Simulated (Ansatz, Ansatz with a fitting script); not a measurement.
Planning a run of Ansatz 0.2.0 on Bi2Te2PbS2 (R-3m). The input:

```yaml
crystal:
  lattice:
    - [4.2701, 0.0, 0.0]
    - [-2.13505, 3.6980150767, 0.0]
    - [0.0, -2.4653433845, 13.7709566667]
  atoms:
    - { symbol: Bi, position: [0.5796169206, 0.1592338411, 0.7388507617] }
    - { symbol: Bi, position: [0.4131214198, 0.8262428396, 0.2393642594] }
    - { symbol: Te, position: [0.8698468394, 0.7396936787, 0.6095405181] }
    - { symbol: Te, position: [0.122891501, 0.245783002, 0.3686745031] }
    - { symbol: Pb, position: [0.9963691702, 0.9927383404, 0.9891075106] }
    - { symbol: S, position: [0.2886239941, 0.5772479881, 0.8658719822] }
    - { symbol: S, position: [0.7041143463, 0.4082286926, 0.1123430389] }
kpoints:
  mp_grid: { grid: [8, 8, 8] }
hamiltonian:
  xc: pbesol
  pseudopotentials: { kind: paw, source: ansatz }
  dispersion: d3bj
scf:
  occupations: { method: fixed }
  n_extra_bands: 6
  lower_state_search: "off"
  convergence: { dr2_threshold: 1.0e-09 }
output:
  eigenvalues: true
```

```sh
ansatz run input.yaml --threads 4 --pin off --max-ram 18432MiB --backend cpu --events-out ev --progress --plain --runs-dir out
```

**Question.** How long will it take on 4 threads of Arm Neoverse V1, shared host, and how much memory?

It took 29 s; on shared hardware allow 15 s to 59 s. Peak host memory was 1.6 GiB. The sizes that set the cost: 7977 plane waves a state, 65 irreducible k points and 12 SCF cycles.

[Paths, hosts, dates, memory and timing lines, banners, echoed tables and standing remarks are left out of the program output.]

[Logs are printed without paths, hosts, clocks, repeated set-up lines and the standing remarks that a program may print on its own settings, such as how far it seeks lower states.]

[Runs of the session that timed out or met a known fault of the program may be left out.]

[Hosts, paths, dates, database ids (printed as entryN), source tags and the programs' standing remarks are cut or masked in the printed files.]
